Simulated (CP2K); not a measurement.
The O K edge of vinyl acetate was computed by TDDFT (CP2K XAS_TDP, aug-cc-pVDZ, TDA) at these levels: PBEh(45%), PBEh(45%) + GW2X and PBEh(60%). The first three lines of O3 (bonded to C) with a strength over 0.0015, energy in eV and strength:

| run | first | second | third |
| --- | --- | --- | --- |
| 1 | 533.00 (0.046) | 539.37 (0.003) | 539.49 (0.002) |
| 2 | 527.30 (0.041) | 533.45 (0.002) | 533.92 (0.002) |
| 3 | 532.25 (0.041) | 538.39 (0.002) | 538.87 (0.002) |

Question: Which run is which?

Run 1: PBEh(60%) (60 % exact exchange). Run 2: PBEh(45%) (45 % exact exchange). Run 3: PBEh(45%) + GW2X (45 % exact exchange). Self-interaction lifts the core level, so the uncorrected lines rise with the share of exact exchange. The GW2X run keeps the spacings of its parent: 6.14 eV between the first two lines in run 3, 6.15 eV in run 2. Its shift is +4.95 eV, since the Kohn–Sham level at this share of exchange lies that far above the quasiparticle level.

[Hosts, paths, dates, database ids (printed as entryN), source tags and the programs' standing remarks are cut or masked in the printed files.]
